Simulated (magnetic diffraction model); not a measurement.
# Ti₂Mn: what an assumed order does to the neutron pattern

Space group I4/mcm (no. 140), a = 5.7900 Å, c = 4.8060 Å.

```csv
site,atom,x,y,z
4a,Mn,0,0,3/4
8h,Ti,0.1681,0.3319,1/2
```

This is a made-up structure (elements placed in a structure type, unrelaxed), so the numbers test the method and describe no known phase.

Only Mn is taken to order (form factors of Mn2+); orders and moment sizes are assumed, and not adapted to the symmetry. Radiation: neutrons of λ = 1.909 Å, 8° to 80°; isotropic B of 0.51 Å² (Mn) and 0.42 Å² (Ti). The intensities are simulated: I ∝ L Σ (|F_N|² + |F_M⊥|²) for unpolarised neutrons, with F_M = 2.695 fm/μB × Σ f(s) S exp(2πi Q·r) exp(−B s²) at Q = H ± k (one set where k and −k are equivalent), only the part normal to Q counting and L = 1/(sin²θ cos θ). For collinear order S is the moment m, which repeats by lattice and centring translations R with the sign exp(−2πi k·R). Form factors are spin-only for 3d ions and dipole or tabulated for f ions, scattering lengths are Sears's of 1992, and absorption is left out. A label names one of the reflections at its angle. The strongest nuclear line in the range is 100, and lines under 0.2 are left out.

Assume the order k = (1/2 1/2 0), collinear moments along [110], 1.58 μB on Mn; signs + at (0, 0, 3/4), + at (0, 0, 1/4).

Predict the pattern, nuclear and magnetic parts apart.

| 2θ (°) | index | nuclear | magnetic |
| --- | --- | --- | --- |
| 26.96 | (1 1 0) | 12.5 | 0.0 |
| 30.22 | (3/2 -1/2 0) | 0.0 | 22.9 |
| 46.81 | (0 0 2) | 5.2 | 0.0 |
| 48.91 | (1/2 1/2 2) | 0.0 | 6.1 |
| 49.51 | (2 1 1) | 100.0 | 0.0 |
| 49.71 | (5/2 1/2 0) | 0.0 | 1.9 |
| 54.85 | (1 1 2) | 46.1 | 0.0 |
| 55.59 | (2 2 0) | 23.9 | 0.0 |
| 56.73 | (3/2 -1/2 2) | 0.0 | 7.2 |
| 57.45 | (5/2 -3/2 0) | 0.0 | 3.5 |
| 62.16 | (2 0 2) | 68.2 | 0.0 |
| 62.84 | (3 1 0) | 64.1 | 0.0 |
| 63.91 | (3/2 3/2 2) | 0.0 | 1.4 |
| 70.66 | (5/2 1/2 2) | 0.0 | 2.0 |
| 71.30 | (7/2 -1/2 0) | 0.0 | 1.0 |
| 75.55 | (2 2 2) | 3.4 | 0.0 |
| 77.15 | (5/2 -3/2 2) | 0.0 | 2.1 |

The strongest magnetic line in the range is (3/2 -1/2 0) at 30.22° (22.9). On top of the Lorentz factor, which all lines share, magnetic lines fade with angle because f falls: for Mn2+ it is 0.90, 0.66, 0.41 and 0.12 at sin θ/λ = 0.1, 0.2, 0.3 and 0.5 Å⁻¹, while nuclear lengths stay constant. The order has no net moment.

[Logs are printed without paths, hosts, clocks, repeated set-up lines and the standing remarks that a program may print on its own settings, such as how far it seeks lower states.]
